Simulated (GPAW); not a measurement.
A computed O K-edge spectrum of one site in a crystal of Fe, Mg and O, with its zero at a photon energy of about 525.3 eV (LDA puts this hole about 4 eV below PBE, itself good to a few eV). Method: GPAW, LDA + U, full core hole (charged cell) in a small cell, dipole transitions, broadening that rises with energy.

Energy from the lowest empty level; intensity scaled to a mean of 1 over the first 20 eV:

| E (eV) | intensity |
| --- | --- |
| -2.0 | 0.00 |
| -1.0 | 0.00 |
| 0.0 | 0.34 |
| 1.0 | 1.11 |
| 2.0 | 0.57 |
| 3.0 | 0.12 |
| 4.0 | 0.52 |
| 5.0 | 1.20 |
| 6.0 | 1.47 |
| 7.0 | 1.46 |
| 8.0 | 1.77 |
| 9.0 | 2.57 |
| 10.0 | 2.08 |
| 11.0 | 1.24 |
| 12.0 | 0.64 |
| 13.0 | 0.42 |
| 14.0 | 0.64 |
| 15.0 | 0.83 |
| 16.0 | 0.85 |
| 17.0 | 0.77 |
| 18.0 | 0.60 |
| 19.0 | 0.49 |
| 20.0 | 0.50 |
| 21.0 | 0.56 |
| 22.0 | 0.63 |
| 23.0 | 0.69 |
| 24.0 | 0.75 |
| 25.0 | 0.80 |
| 26.0 | 0.84 |
| 27.0 | 0.91 |
| 28.0 | 1.02 |
| 29.0 | 1.11 |
| 30.0 | 1.08 |
| 31.0 | 0.97 |
| 32.0 | 0.85 |

**Question.** Which coordination does this site have?

A K edge sees empty p states; the first features are O p mixed into the empty d states of the Fe neighbours, and the broad ones above probably into the cations' higher empty bands. It is atom 7 of MgFe2O4 (I4_1/amd), with 1 Mg at 1.98 Å, 2 Fe at 2.02 Å and 1 Fe at 2.04 Å (distorted tetrahedral, site symmetry m). Its main maxima below 24 eV lie at 1.4 eV (1.29), 5.6 eV (1.60), 9.2 eV (2.61) and 15.7 eV (0.86). A near-edge spectrum doesn't fix the structure by itself; it is matched against candidates. The hole lies in one spin channel, while the script sums the empty states of both and takes the lower zero; where the two channels are split, this blurs and shifts the curve. The spins start antiferromagnetically in a simple order, which needn't be the measured one; gap and edge can depend on it. The holes are only 5.9 Å apart, so the shape is probably not converged with cell size; no larger cell was run here. The mesh is coarse (0.37 Å⁻¹ between points), so small maxima may be mesh ripples. Lifetime broadening is put in by hand, and intensities beyond about 20 eV depend on it and on the partial waves; weight that the partial waves miss at high energy is lost. The structure is a computed Materials Project entry and may be a hypothetical form.

[Hosts, paths, dates, database ids (printed as entryN), source tags and the programs' standing remarks are cut or masked in the printed files.]

[Lists of maxima count a maximum above −3 eV only where it reaches 4 % of the highest in the window and stands out from its surroundings by 2 % of it (1.5 % where it reaches 55 %); shoulders and weaker maxima are passed over, and of the rest the first, up to two pre-edge ones and the few strongest are named.]
